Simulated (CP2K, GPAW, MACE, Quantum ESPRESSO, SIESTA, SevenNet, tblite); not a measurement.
# Predicting plane-wave site energies from SevenNet l3i5: a vacancy of Ge in amorphous Ge at 5.05 g/cm^3 (72 atoms)

Density of this cell: 5.05 g/cm³. The cell holds 72 atoms: 72 Ge. Cell: a = 11.980 Å, b = 11.980 Å, c = 11.980 Å, α = 90.0°, β = 90.0°, γ = 90.0°. 72 atoms (72 Ge) placed at random at 5.05 g/cm³, melted at 3500 K for 10 ps at fixed volume with the Tersoff potential (Tersoff, Phys. Rev. B 39, 5566 (1989)). Quenched from 3500 K to 300 K at 20 K/ps and fixed volume, annealed at 800 K for 20 ps, held 5 ps, then minimised at fixed cell. Then the atoms were relaxed with MACE MP-0b3 medium in the fixed cell.

Calculated with Quantum ESPRESSO 7.5: PBE; plane waves, SSSP efficiency, 45/360 Ry; k-points Γ. The cheaper level is SevenNet l3i5, trained on PBE(+U) plane-wave data, no dispersion term. Each row is one cell with a vacancy of Ge, relaxed with MACE MP-0b3 medium; both levels solve the same cells, and energies are counted from site Ge10 at each level.

| energy from SevenNet l3i5 (eV) | energy from plane waves (eV) | site |
| --- | --- | --- |
| 0.000 | 0 | Ge10 |
| 0.193 | 0.3084 | Ge8 |
| 0.349 | ? | ? |
| 0.415 | 0.2204 | Ge42 |
| 0.600 | 0.8299 | Ge58 |

**Question.** Fit a straight line to the rows given and interpolate to the withheld row.

**Working.**

Take u as the energy from SevenNet l3i5 and v as that from plane waves.

```
  u (eV)    v (eV)
       0         0
0.193329  0.308375
0.415222  0.220378
0.600251  0.829909
```

With n = 4: mean u = 0.302201, mean v = 0.339666, Σ(u − ū)² = 0.20479, Σ(u − ū)(v − v̄) = 0.23869. Slope b = 0.23869 / 0.20479 = 1.1656; intercept a = v̄ − b ū = -0.012565.

At the withheld site u = 0.3486, and v = a + b u.

Prediction at 0.349: 0.3937 eV. The run gave 0.2429 eV, so the fit is high by 0.15 eV (62 % of the value).

The slope of 1.2 says that SevenNet l3i5 compresses the spread of the sites. Taken as it stands, without the line, its value misses the withheld site by 0.11 eV. Among the rows given, the largest miss of the fit is at 0.415, by 0.25 eV (30 % of the range of the table).

Limits: Few sites, one cell. The geometries are those of MACE MP-0b3 medium, not of DFT.

[Logs are printed without paths, hosts, clocks, repeated set-up lines and the standing remarks that a program may print on its own settings, such as how far it seeks lower states.]

[Hosts, paths, dates, database ids (printed as entryN), source tags and the programs' standing remarks are cut or masked in the printed files.]
